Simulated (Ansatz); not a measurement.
# MgPd (Pm-3m): from the cell to its phonons, part 2 of 2

Task: relax MgPd (Pm-3m), then find its harmonic phonons.

Ansatz 0.2.0; DFT PBEsol, scalar-relativistic, plane waves, PAW.

So far. Step 3 (Tight relaxation): The forces vanish by symmetry and the pressure is 0.000 GPa, within the tolerances set. The cell now holds 15.51 Å³/atom. Step 4 (Linear response at the zone centre): Before it was imposed, the acoustic sum rule was missed by 1.6e-5 eV/Å². Small misses are needed for a sound result but don't prove that mesh and cutoff are converged. The lowest optical mode is real, 248 cm⁻¹. The relaxed cell has a = 3.142 Å (conventional setting).

### 5. Phonons on a q mesh (continued)

Second derivatives of the energy by pair, one row for each kind of neighbour of each atom listed. Each entry sums the pair over the periodic images of the supercell that the q mesh stands for, and in a polar crystal it holds the long-range dipole part too. Force constants by pair, by row:

```
atom  neighbour  distance (Å)  third of the trace (eV/Å²)  along the pair's line (eV/Å²)
 Mg1     itself             0                       6.108                              –
 Mg1         Pd         2.721                     -0.5457                         -1.699
 Mg1         Mg         3.142                     -0.2088                        -0.7786
 Mg1         Mg         4.444                      0.0015                         -0.063
 Mg1         Pd         5.211                     -0.0074                        -0.0187
 Mg1         Mg         5.442                     -0.0602                        -0.1576
 Mg1         Mg         6.284                      0.0096                         0.0132
 Mg1         Pd         6.848                      0.0032                         0.0077
 Mg1         Mg         7.026                      0.0025                         0.0055
 Pd2     itself             0                       5.515                              –
 Pd2         Mg         2.721                     -0.5457                         -1.699
 Pd2         Pd         3.142                     -0.1034                        -0.2032
 Pd2         Pd         4.444                     -0.0504                        -0.1564
 Pd2         Mg         5.211                     -0.0074                        -0.0187
 Pd2         Pd         5.442                     -0.0071                         0.0097
 Pd2         Pd         6.284                      0.0253                         0.1328
 Pd2         Mg         6.848                      0.0032                         0.0077
 Pd2         Pd         7.026                       0.014                         0.0107
```

Harmonic thermodynamic functions per atom, from the density of states. Interpolated from a 4×4×4 q mesh. Thermodynamic functions, by row:

```
T (K)  F_vib (meV/atom)  S (J/mol-atom/K)  C_V (J/mol-atom/K)
    0             34.16                 0                   0
   50             33.67             3.299               6.933
  100             30.06             10.68               14.64
  200             12.09             23.31               21.17
  300               -17             32.33               23.11
  400            -54.16              39.1               23.88
  500            -97.57             44.47               24.25
  600              -146             48.91               24.46
  700            -198.7             52.69               24.59
  800            -255.1             55.98               24.67
  900            -314.6             58.89               24.73
 1000            -377.1              61.5               24.77
```

Harmonic mean-square displacement, third of the trace. Interpolated from a 4×4×4 q mesh. Mean square displacements, by row:

```
T (K)  Mg1 U_eq (Å²)  Pd2 U_eq (Å²)
    0        0.00299        0.00161
  100        0.00387        0.00303
  300        0.00802        0.00813
  600        0.01523        0.01607
```

Symmetry leaves 10 wavevectors to solve. The lowest mode among them, the acoustic zeros apart, lies at q = (0, 0.25, 0.25) and is real, 57.1 cm⁻¹.

### 6. Another isotope, element Mg, natural mass 24.305 amu

An isotope changes the mass and not the force constants, so no new electronic calculation is needed; the shifts show which modes move this element.

The same force constants with the mass of Mg changed from 24.305 to 25.983 u (phonopy, no LO-TO term). Both lists are sorted by frequency; levels can cross, so a row need not hold one and the same mode. Modes under 3 cm⁻¹ are left out. Isotope shifts, by row:

```
          q  rank  natural mass (cm⁻¹)  changed mass (cm⁻¹)
      0 0 0     4                248.3                241.7
      0 0 0     5                248.3                241.7
      0 0 0     6                248.3                241.7
   0 0 0.25     1                77.68                77.35
   0 0 0.25     2                77.68                77.35
   0 0 0.25     3                94.35                94.16
   0 0 0.25     4                240.4                233.5
   0 0 0.25     5                240.4                233.5
   0 0 0.25     6                279.4                270.8
   0 0 -0.5     1                117.5                117.5
   0 0 -0.5     2                117.5                117.5
   0 0 -0.5     3                127.3                127.3
   0 0 -0.5     4                230.5                222.9
   0 0 -0.5     5                230.5                222.9
   0 0 -0.5     6                320.6                310.1
0 0.25 0.25     1                57.14                56.88
0 0.25 0.25     2                97.47                97.19
0 0.25 0.25     3                  119                  119
0 0.25 0.25     4                233.5                226.5
0 0.25 0.25     5                  271                263.3
0 0.25 0.25     6                274.8                265.8
```

A mode of this element alone would shift by -3.28 %. The highest zone-centre frequency without the field goes from 248.3 to 241.7 cm⁻¹ (-2.7 %). The product of the frequency ratios over all optical modes at Γ is 0.922; the product rule, (m/m′)^(3k/2) (M′/M)^(3/2) with k = 1 such atoms and M the mass of the cell, gives 0.922.

### 7. Another isotope, element Pd, natural mass 106.42 amu

The same for Pd, from 106.42 to 109.91 u.

A mode of this element alone would shift by -1.60 %. The highest zone-centre frequency without the field goes from 248.3 to 247.6 cm⁻¹ (-0.3 %). The product of the frequency ratios over all optical modes at Γ is 0.991; the product rule, (m/m′)^(3k/2) (M′/M)^(3/2) with k = 1 such atoms and M the mass of the cell, gives 0.991.

### 8. What came out

- space group after relaxation (within 0.01 Å): Pm-3m
- volume per atom: 15.5 Å³
- electronic character: no gap on this mesh
- highest optical mode at the zone centre (no LO-TO term): 248 cm⁻¹
- lowest optical zone-centre mode: 248 cm⁻¹
- lowest mode on the q mesh (acoustic modes at Γ apart): 57.1 cm⁻¹
- highest frequency on the path or at a solved wavevector: 321 cm⁻¹
- zero-point energy per atom: 34.2 meV
- heat capacity at 300 K: 23.1 J/(mol atoms K)
- vibrational entropy at 300 K: 32.3 J/(mol atoms K)
- Debye temperature (second moment): 377 K
- imaginary modes on the 4×4×4 q mesh: none

What this shows: The structure is a minimum as far as tested: no mode is imaginary at the 10 irreducible wavevectors of the 4×4×4 mesh, and the softest away from the acoustic zeros lies at 57 cm⁻¹. The optical modes at Γ form one degenerate level at 248 cm⁻¹. The highest mode in this list at Γ, 248.3 cm⁻¹, is mostly motion of Mg (81 % of the kinetic energy). On the path and the mesh, the widest gap between branches runs from 127 to 220 cm⁻¹. With no gap, or one that is small against the smearing, the frequencies hang on the k mesh and the smearing, most of all near Kohn anomalies. A phonon run warned that its eigensolver left some bands unconverged in a pass. These are harmonic frequencies at zero temperature: anharmonic shifts, linewidths and thermal expansion are left out.

[Logs are printed without paths, hosts, clocks, repeated set-up lines and the standing remarks that a program may print on its own settings, such as how far it seeks lower states.]

[Hosts, paths, dates, database ids (printed as entryN), source tags and the programs' standing remarks are cut or masked in the printed files.]
